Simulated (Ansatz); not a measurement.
**TiC (Fm-3m) under uniaxial strain along [001]**

Wanted: the shifts of the zone-centre modes of TiC (Fm-3m) with strain.

Method: DFT LDA, scalar-relativistic, plane waves, PAW; PAW set soft_1, in Ansatz 0.2.0.

The database entry behind the starting cell differs from later determinations by our own check (0.1 to 0.3 % short, probably kX units), so it need not match the best structure at ambient conditions.

### Step 1. Starting point

It takes space group Fm-3m (No. 225, cubic). Conventional cell: a = 4.319 Å, b = 4.319 Å, c = 4.319 Å, α = 90.00°, β = 90.00°, γ = 90.00°. C has 6 Ti at 2.16 Å nearest. Nearest to Ti lie 6 C at 2.16 Å. Farther neighbours are not listed.

### Step 2. A rough relaxation first

A rough relaxation comes first, because large forces or stress need no tight tolerances yet.

input.yaml reads:

```yaml
crystal:
  lattice:
    - [0.0, 2.1593, 2.1593]
    - [2.1593, 0.0, 2.1593]
    - [2.1593, 2.1593, 0.0]
  atoms:
    - { symbol: C, position: [0.5, 0.5, 0.5] }
    - { symbol: Ti, position: [0.0, 0.0, 0.0] }
kpoints:
  mp_grid: { grid: [8, 8, 8] }
hamiltonian:
  xc: lda
  pseudopotentials: { kind: paw, azcp: { folder: soft_1 }, xc_functional: pbe }
scf:
  occupations: { method: gaussian, width: 0.1 }
output:
  forces: true
  stress: true
  eigenvalues: true
relax:
  adjacent_minimum: "off"
  f_tol: 0.05
  max_steps: 80
  cell: { stress_tol: 0.5 }
```

Started as:

```sh
$ ansatz run input.yaml --threads 4 --pin off --max-ram 10240MiB --backend cpu --events-out ev --progress --plain --runs-dir out
```

Numbers of over 12 decimals in the logs are rounded to 6 here.

The log of the run:

```text
The last accepted step is kept in <dir> (removed where the run ends without a failure and the disk answers)
Engine: ansatz 0.2.0, x86_64-unknown-linux-gnu
Pseudopotentials: kind: paw
Pseudopotential: C, paw, valence charge 4, recommended cutoff 420 eV (normal), soft_1/C.paw.azcp
Pseudopotential: Ti, paw, valence charge 12, recommended cutoff 420 eV (normal), soft_1/Ti.paw.azcp
Functional definition: SPW92
[...]
--- Relaxed structure (3 steps of the walk, 3 accepted, 1 SCFs on fresh bases) ---
  F+E_penalty+E_count = -2695.18508529 eV   max|allowed force component| = 8.940e-30 eV/Å   (the final SCF, on the basis selected at the relaxed cell)
  cell:  # Å, volume = 19.3384 Å³
    - [0, 2.130413, 2.130413]
    - [2.130413, 0, 2.130413]
    - [2.130413, 2.130413, 0]
  atoms:
    - { symbol: C, position: [0.500000, 0.500000, 0.500000] }
    - { symbol: Ti, position: [0, 0, 0] }
[key lines of the parts left out:]
SCF converged after 6 iterations
Free energy (F): -2695.185085 eV
Fermi energy:    15.120758 eV
P = ⅓ Tr σ = -0.0001 GPa (-0.001 kbar)
```

Run time: 3 s. Hardware: 4 threads of AMD EPYC (Zen 3), shared host; peak memory 0.31 GiB; 6.5 s of CPU time.

The steps of the relaxation:

```
step  energy less that of the first step (eV)  largest force component (eV/Å)  pressure (GPa)  volume (Å³)
   1                                   0.0000                          0.0000          -10.51        20.14
   2                                  -0.0276                          0.0000           -1.19        19.43
   3                                  -0.0281                          0.0000            0.07        19.34
  4*                                  -0.0271                          0.0000            0.00        19.34
```

Relaxation steps marked * repeat the geometry before them on a plane-wave basis chosen anew for their cell, so energy and pressure can jump there.

Forces are held to the 48 operations that the run works with; a distortion that breaks them can't arise in this run.

```csv
"conventional cell, symmetrised",before,after,change
a (Å),4.319,4.261,-1.3 %
b (Å),4.319,4.261,-1.3 %
c (Å),4.319,4.261,-1.3 %
volume (Å³/atom),10.07,9.67,-4.0 %
```

The relaxed structure:

```xyz
2
Lattice="0.0000 2.1304 2.1304 2.1304 0.0000 2.1304 2.1304 2.1304 0.0000" Properties=species:S:1:pos:R:3 pbc="T T T"
C     2.1304    2.1304    2.1304
Ti    0.0000    0.0000    0.0000
```

This step gave:

| Item | Value |
| --- | --- |
| pressure | -7.42e-5 GPa |
| volume per atom | 9.669 Å³ |
| gap on the k-mesh | 0 eV |

In this step the volume went from 10.07 to 9.67 Å³/atom.

### Step 3. Bringing the structure to rest

The cell and atoms are relaxed, since residual forces and stress would shift the frequencies.

input.yaml, the sections that differ from step 2:

```yaml
crystal:
  lattice:
    - [0.0, 2.1304133787, 2.1304133787]
    - [2.1304133787, 0.0, 2.1304133787]
    - [2.1304133787, 2.1304133787, 0.0]
  atoms:
    - { symbol: C, position: [0.5, 0.5, 0.5] }
    - { symbol: Ti, position: [0.0, 0.0, 0.0] }
kpoints:
  mp_grid: { grid: [16, 16, 16] }
output:
  forces: true
  stress: true
  eigenvalues: true
  write_density: true
  write_potential: true
  elf: true
  volumetric_format: npy
relax:
  adjacent_minimum: "off"
  f_tol: 0.005
  max_steps: 80
  cell: { stress_tol: 0.05 }
# hamiltonian, scf: as in step 2
```

The log of the run:

```text
[...]
Crystal: 2 atoms, lattice volume = 19.338 Å³
Basis set: ecut = 420 eV, 339 PW (Γ)
Bands: 12, of which v1, the nominal top of the filled ones, is band 8 counted from 1 (7 counted from 0)
Symmetry: 48 space group operations
[...]
k-points: 145 of 4096
[...]
SCF iter   1: F=—  HF=-2696.233929 eV  |F-HF|=—  |Δ(HF+E_count)|=         —  Δρ=1.44e-1  dr2=5.13e0  ethr=3.10e-3  ⟨swp⟩=4.4  Hψ=8633  notcnv=0
[...]
SCF iter   7: F=-2695.187017 eV  HF=-2695.187017 eV  |F-HF|=6.77e-10  |Δ(HF+E_count)|=  4.80e-10  Δρ=2.30e-6  dr2=8.55e-10  ethr=4.76e-10  ⟨swp⟩=5.2  Hψ=8272  notcnv=0
SCF 1 converged in 7 iterations: F = -2695.187017 eV  dr2 = 8.55e-10
[...]
relax step   1: F+E_penalty+E_count = -2695.18701674 eV  Δ(F+E_penalty+E_count) = +0.000e0 eV  max|allowed force component| = 2.590e-29 eV/Å  Δτ_max = 0.0000 Å  P = -0.010 GPa  Ω = 19.338 Å³  (7 SCF iters, dr2 threshold 1.00e-7 eV, accepted)
[...]
SCF iter   7: F=-2695.187017 eV  HF=-2695.187017 eV  |F-HF|=4.55e-13  |Δ(HF+E_count)|=    0.00e0  Δρ=2.28e-10  dr2=1.15e-17  ethr=1.00e-12  ⟨swp⟩=1.7  Hψ=4213  notcnv=0
SCF 2 converged in 7 iterations: F = -2695.187017 eV  dr2 = 1.15e-17
relax step   2: F+E_penalty+E_count = -2695.18701674 eV  Δ(F+E_penalty+E_count) = -4.593e-10 eV  max|allowed force component| = 2.314e-29 eV/Å  Δτ_max = 0.0000 Å  P = -0.010 GPa  Ω = 19.338 Å³  stress off target by 9.55e-3 GPa  SCF on the basis re-selected at this cell (its energy is not comparable with the rows above)  (7 SCF iters)
basis re-selected at this cell: Δ(F+E_penalty+E_count) = -4.593e-10 eV, ΔP = -0.000 GPa vs the last step (what re-selecting the basis moved, of the pressure what is left beyond the Pulay correction that the steps carried, after the strain that the cell walked since its last selection, with what the two solves' SCF thresholds leave and, on support functions, any second-order correction that the steps lacked; it is no  [...]
SCF converged after 7 iterations
Free energy (F): -2695.187017 eV
[...]
Internal energy: -2695.185172 eV  (E = F + TS)
E sigma→0 (E₀):  -2695.186094 eV
Entropy (-TS):   -0.001845 eV (-0.923 meV/atom)
Fermi energy:    15.154882 eV
[...]
--- Stress (GPa, compression-positive) ---
       -0.009550       0.000000       0.000000
        0.000000      -0.009550      -0.000000
       -0.000000       0.000000      -0.009550
  P = ⅓ Tr σ = -0.0096 GPa (-0.096 kbar)
--- Band table (eV; the first three rows and the last of 145) ---
  k-point 0: bands = [... 4 lower, 2.7258, 15.8221, 15.8221, 15.8221, 16.9265, 16.9265, 16.9265, 16.9994]
  k-point 1: bands = [... 4 lower, 2.8208, 15.3749, 15.6344, 15.6344, 16.2257, 16.2257, 17.1742, 18.0257]
  k-point 2: bands = [... 4 lower, 3.0992, 14.4844, 14.8536, 14.8536, 16.2862, 16.2862, 17.5306, 19.1490]
  k-point 144: bands = [... 4 lower, 5.7131, 11.9561, 11.9561, 12.3580, 18.1006, 18.1006, 18.9039, 20.7488]
--- Relaxed structure (1 steps of the walk, 1 accepted, 1 SCFs on fresh bases) ---
[...]
cell:  # Å, volume = 19.3384 Å³
    - [0.0, 2.1304133787, 2.1304133787]
    - [2.1304133787, 0.0, 2.1304133787]
    - [2.1304133787, 2.1304133787, 0.0]
  atoms:
    - { symbol: C, position: [0.500000, 0.500000, 0.500000] }
    - { symbol: Ti, position: [0.0, 0.0, 0.0] }
```

Elapsed: 4 s, on 4 threads; peak memory 0.37 GiB.

Little changed from the start: no atom moved by 0.005 Å and no cell edge by 0.1 %.

This step gave:

```
pressure : -0.009550 GPa
```

Valence density in the ac plane of the conventional cell at fractional y = 0.000, with atoms of C and Ti within 0.2 Å of it. It is the smooth field of the valence electrons, not physical close to the nuclei.

Ten even steps from '_' (0 e/Å³) to '@' (11 e/Å³), each cell a mean:
```
%%++..______......______--##
--::____________________..--
____________________________
____________________________
____________......__________
..________::++**--..______..
....______--%%@@**..______..
....______--##%%++..______..
__________..----::__________
____________________________
____________________________
....______________________..
**--..______....________::++
@@**..______......______--%%
```
Columns run along a (4.3 Å), rows up along c (4.3 Å), edges of the conventional cell, whose origin can differ from the input's. Atoms in or near the plane, at fractional coordinates: C at (0.50, 0.00), C at (0.00, 0.50), Ti at (0.00, 0.00), Ti at (0.50, 0.50).

Electrostatic potential energy in the ac plane of the conventional cell at fractional y = 0.000, with atoms of C and Ti within 0.2 Å of it. With pseudopotentials it is smooth inside the atoms' cores, unlike the true potential.

Ten even steps from '_' (-40 eV) to '@' (15 eV), each cell a mean:
```
::::==%%@@++____::##@@**--::
----**@@@@%%++==**@@@@%%++--
**##%%@@@@@@@@%%@@@@@@@@%%**
%%@@@@@@@@@@%%##%%@@@@@@@@@@
##%%@@@@%%**====++##@@@@@@##
..==%%@@##--::::::++%%@@**::
__..##%%**--::::::==##%%==__
__::##@@**--::::::==%%@@++__
==**@@@@%%++------**@@@@%%++
%%@@@@@@@@%%****##%%@@@@@@@@
##%%@@@@@@@@@@%%@@@@@@@@@@%%
==++##@@@@@@####%%@@@@%%**==
::::++%%@@**::..==%%@@##--::
::::==##%%==____..##%%**--::
```
Columns run along a (4.3 Å; values clipped at the 3rd and 97th percentile), rows up along c (4.3 Å), edges of the conventional cell, whose origin can differ from the input's. Atoms in or near the plane, at fractional coordinates: C at (0.50, 0.00), C at (0.00, 0.50), Ti at (0.00, 0.00), Ti at (0.50, 0.50).

ELF in the ac plane of the conventional cell at fractional y = 0.000, with atoms of C and Ti within 0.2 Å of it. It is the smooth field of the valence electrons, not physical close to the nuclei.

Ten even steps from '0' (0.10) to '9' (0.76), each cell a mean:
```
89627942794389
87217998994148
42014777762013
54321123211244
99830266411699
58942799842797
05954887963782
27943898962794
89941488721799
77620134201477
32112445432112
64116999983026
98427975894279
79637820595488
```
Columns run along a (4.3 Å), rows up along c (4.3 Å), edges of the conventional cell, whose origin can differ from the input's. Atoms in or near the plane, at fractional coordinates: C at (0.50, 0.00), C at (0.00, 0.50), Ti at (0.00, 0.00), Ti at (0.50, 0.50).

In this step the volume went from 9.67 to 9.67 Å³/atom.

### Step 4. Tight relaxation

Phonons need small forces and stress, so the relaxation is finished with tight tolerances on 16×16×16 k points.

input.yaml: that of step 3 with these lines changed.

```diff
@@ -14,3 +14,3 @@
 scf:
-  occupations: { method: gaussian, width: 0.1 }
+  occupations: { method: methfessel_paxton, width: 0.2 }
 output:
@@ -25,4 +25,4 @@
   adjacent_minimum: "off"
-  f_tol: 0.005
-  max_steps: 80
-  cell: { stress_tol: 0.05 }
+  f_tol: 0.001
+  max_steps: 60
+  cell: { stress_tol: 0.01 }
```

The log of the run:

```text
[...]
Crystal: 2 atoms, lattice volume = 19.338 Å³
Basis set: ecut = 420 eV, 339 PW (Γ)
Bands: 12, of which v1, the nominal top of the filled ones, is band 8 counted from 1 (7 counted from 0)
Symmetry: 48 space group operations
[...]
k-points: 145 of 4096
[...]
k-point 144: bands = [... 4 lower, 5.7134, 11.9562, 11.9562, 12.3582, 18.1003, 18.1003, 18.9034, 20.7485]
--- Relaxed structure (1 steps of the walk, 1 accepted, 1 SCFs on fresh bases) ---
[...]
cell:  # Å, volume = 19.3384 Å³
    - [0.0, 2.1304133787, 2.1304133787]
    - [2.1304133787, 0.0, 2.1304133787]
    - [2.1304133787, 2.1304133787, 0.0]
  atoms:
    - { symbol: C, position: [0.500000, 0.500000, 0.500000] }
    - { symbol: Ti, position: [0.0, 0.0, 0.0] }
[key lines of the parts left out:]
SCF converged after 4 iterations
Free energy (F): -2695.186354 eV
Fermi energy:    15.157859 eV
P = ⅓ Tr σ = -0.0083 GPa (-0.083 kbar)
```

It took 4.5 s on 4 threads; peak memory 0.36 GiB; 11 s of CPU time.

Little changed from the start: no atom moved by 0.005 Å and no cell edge by 0.1 %.

Numbers from this step:

| Quantity | Value |
| --- | --- |
| pressure | -0.008301 GPa |

Valence density in the ac plane of the conventional cell at fractional y = 0.000, with atoms of C and Ti within 0.2 Å of it. It is the smooth field of the valence electrons, not physical close to the nuclei.

Ten even steps from '0' (0 e/Å³) to '9' (11 e/Å³), each cell a mean:
```
85100011100037
32000000000013
00000000000000
00000000000000
00000011100000
10000256310001
11000389610001
11000378510001
00000133200000
00000000000000
00000000000000
11000000000001
63100011000025
96100011100038
```
Columns run along a (4.3 Å), rows up along c (4.3 Å), edges of the conventional cell, whose origin can differ from the input's. Atoms in or near the plane, at fractional coordinates: C at (0.50, 0.00), C at (0.00, 0.50), Ti at (0.00, 0.00), Ti at (0.50, 0.50).

ELF in the ac plane of the conventional cell at fractional y = 0.000, with atoms of C and Ti within 0.2 Å of it. It is the smooth field of the valence electrons, not physical close to the nuclei.

Values, 14 rows by 14 columns, each cell a mean:
```
0.68 0.72 0.50 0.28 0.60 0.72 0.40 0.27 0.59 0.73 0.43 0.33 0.64 0.70
0.69 0.56 0.26 0.22 0.57 0.76 0.72 0.69 0.76 0.71 0.39 0.19 0.41 0.64
0.37 0.25 0.14 0.21 0.42 0.57 0.60 0.61 0.59 0.51 0.30 0.15 0.19 0.33
0.44 0.41 0.36 0.27 0.21 0.22 0.28 0.32 0.26 0.20 0.21 0.30 0.39 0.43
0.72 0.73 0.65 0.36 0.14 0.26 0.50 0.56 0.41 0.19 0.20 0.51 0.71 0.73
0.49 0.67 0.73 0.41 0.25 0.56 0.72 0.72 0.67 0.41 0.26 0.59 0.76 0.59
0.10 0.49 0.72 0.44 0.37 0.69 0.68 0.61 0.72 0.56 0.32 0.61 0.69 0.27
0.27 0.59 0.73 0.43 0.33 0.64 0.70 0.68 0.72 0.50 0.28 0.60 0.72 0.40
0.69 0.76 0.71 0.39 0.19 0.41 0.64 0.69 0.56 0.26 0.22 0.57 0.76 0.72
0.61 0.59 0.51 0.30 0.15 0.19 0.33 0.37 0.25 0.14 0.21 0.42 0.57 0.60
0.32 0.26 0.20 0.21 0.30 0.39 0.43 0.44 0.41 0.36 0.27 0.21 0.22 0.28
0.56 0.41 0.19 0.20 0.51 0.71 0.73 0.72 0.73 0.65 0.36 0.14 0.26 0.50
0.72 0.67 0.41 0.26 0.59 0.76 0.59 0.49 0.67 0.73 0.41 0.25 0.56 0.72
0.61 0.72 0.56 0.32 0.61 0.69 0.27 0.10 0.49 0.72 0.44 0.37 0.69 0.68
```
Columns run along a (4.3 Å), rows up along c (4.3 Å), edges of the conventional cell, whose origin can differ from the input's. Atoms in or near the plane, at fractional coordinates: C at (0.50, 0.00), C at (0.00, 0.50), Ti at (0.00, 0.00), Ti at (0.50, 0.50).

Electrostatic potential energy in the ac plane of the conventional cell at fractional y = 0.000, with atoms of C and Ti within 0.2 Å of it. With pseudopotentials it is smooth inside the atoms' cores, unlike the true potential.

Ten even steps from '_' (-40 eV) to '@' (15 eV), each cell a mean:
```
::::==%%@@++____::##@@**--::
----**@@@@%%++==**@@@@%%++--
**##%%@@@@@@@@%%@@@@@@@@%%**
%%@@@@@@@@@@%%##%%@@@@@@@@@@
##%%@@@@%%**====++##@@@@@@##
..==%%@@##--::::::++%%@@**::
__..##%%**--::::::==##%%==__
__::##@@**--::::::==%%@@++__
==**@@@@%%++------**@@@@%%++
%%@@@@@@@@%%****##%%@@@@@@@@
##%%@@@@@@@@@@%%@@@@@@@@@@%%
==++##@@@@@@####%%@@@@%%**==
::::++%%@@**::..==%%@@##--::
::::==##%%==____..##%%**--::
```
Columns run along a (4.3 Å; values clipped at the 3rd and 97th percentile), rows up along c (4.3 Å), edges of the conventional cell, whose origin can differ from the input's. Atoms in or near the plane, at fractional coordinates: C at (0.50, 0.00), C at (0.00, 0.50), Ti at (0.00, 0.00), Ti at (0.50, 0.50).

The forces vanish by symmetry and the pressure is -0.008 GPa, within the tolerances set. The cell now holds 9.67 Å³/atom.

### Step 5. Modes at rest

The force constants come from the linear response of the density to a displacement.

The modes at rest are the reference of the series.

input.yaml, the sections that differ from step 4:

```yaml
output:
  eigenvalues: true
phonons:
  method: dfpt
# crystal, kpoints, hamiltonian, scf: as in step 4
# relax: removed
```

The log of the run:

```text
[...]
Crystal: 2 atoms, lattice volume = 19.338 Å³
Basis set: ecut = 420 eV, 339 PW (Γ), exchange–correlation on 48×48×48 points (8 copies of the dense FFT grid, shifted against one another)
Bands: 12, of which v1, the nominal top of the filled ones, is band 8 counted from 1 (7 counted from 0)
Symmetry: 48 space group operations
k-points: 349 of 4096 (irreducible under 8 space group operations, time reversal used)
[...]
SCF iter   1: F=—  HF=-2696.233538 eV  |F-HF|=—  |Δ(HF+E_count)|=         —  Δρ=1.44e-1  dr2=5.13e0  ethr=3.10e-3  ⟨swp⟩=4.3  Hψ=20289  notcnv=0
[...]
SCF iter   8: F=-2695.186354 eV  HF=-2695.186354 eV  |F-HF|=1.36e-12  |Δ(HF+E_count)|=  1.48e-10  S|Δr|=    0.00e0  Δρ=1.31e-7  dr2=1.96e-12  ethr=1.00e-12  ⟨swp⟩=3.8  Hψ=19248  notcnv=0
SCF 1 converged in 8 iterations: F = -2695.186354 eV  dr2 = 1.96e-12
[...]
DFPT response loops at Γ: preconditioner auto → Kerker (q_TF=auto, 2.643 Å⁻¹) (partly filled bands, converged f_vac=0.000); β = 1.00, the filter's whole step (`scf.mixing.beta` (0.50) is not read by the response loops under this deck's `scf.mixing.preconditioner`; to damp them name `kerker` or `kerker_dos`, under which they read `scf.mixing.beta`, and type it under 1.00, their step now; both keys bind the ground state too); Broyden in place of MSR1
SCF converged after 8 iterations
[...]
Free energy (F): -2695.186354 eV
[...]
Internal energy: -2695.186048 eV  (E = F + TS)
E sigma→0 (E₀):  -2695.186278 eV
Entropy (-TS):   -0.000306 eV (-0.153 meV/atom)
Fermi energy:    15.157858 eV
[...]
--- Band table (eV; the first three rows and the last of 349) ---
  k-point 0: bands = [... 4 lower, 2.7261, 15.8217, 15.8217, 15.8217, 16.9270, 16.9270, 16.9270, 16.9990]
  k-point 1: bands = [... 4 lower, 2.8210, 15.3747, 15.6342, 15.6342, 16.2255, 16.2255, 17.1744, 18.0257]
  k-point 2: bands = [... 4 lower, 3.0995, 14.4844, 14.8537, 14.8537, 16.2859, 16.2859, 17.5307, 19.1490]
  k-point 348: bands = [... 4 lower, 5.7134, 11.9562, 11.9562, 12.3582, 18.1003, 18.1003, 18.9034, 20.7485]
--- Phonons (Γ-DFPT): 2 representative perturbations + reference, on 349 of 4096 k-points (Σ response iterations 6) ---
  k mesh reduced under 8 symmetry operations, with k and −k counted as one. Each operation leaves every solved perturbation unchanged. A smaller set is not used because it would not reduce the number of displacements times k-points to solve
  ASR residual: 6.112e-5 → 0.000e0 eV/Å²; symmetrization residual: 2.874e-7 eV/Å²
  ASR residual per site (eV/Å²): 4.45e-5 6.11e-5
  Γ frequencies (cm⁻¹): 0.00 0.00 0.00 554.88 554.88 554.88
  non-analytic LO–TO correction: not included (Born effective charges unavailable; polar crystals: no LO–TO splitting at Γ)
```

Elapsed: 15 s, on 4 threads; peak memory 0.58 GiB; 45 s of CPU time.

Numbers from this step:

* sum-rule residual before enforcement: 6.11e-5 eV/Å²
* point group: m-3m
* highest optical mode at the zone centre (no LO-TO term): 554.9 cm⁻¹
* lowest optical zone-centre mode: 554.9 cm⁻¹

Patterns of degenerate modes are one choice out of their space. Modes at Γ, with each element's share of the kinetic energy:

```csv
mode,frequency (cm⁻¹),symmetry,C %,Ti %
1,0.0,acoustic,20,80
2,0.0,acoustic,20,80
3,0.0,acoustic,20,80
4,554.9,T1u,80,20
5,554.9,T1u,80,20
6,554.9,T1u,80,20
```

Displacements in mode 4 (554.9 cm⁻¹), the largest set to 1:
```
C1   0.00  0.00  1.00
Ti2  0.00  0.00 -0.25
```

Before it was imposed, the acoustic sum rule was missed by 6.1e-5 eV/Å². Small misses are needed for a sound result but don't prove that mesh and cutoff are converged. The lowest optical mode is real, 555 cm⁻¹.

[end of part 1 of 2]

[Logs are printed without paths, hosts, clocks, repeated set-up lines and the standing remarks that a program may print on its own settings, such as how far it seeks lower states.]

[Hosts, paths, dates, database ids (printed as entryN), source tags and the programs' standing remarks are cut or masked in the printed files.]
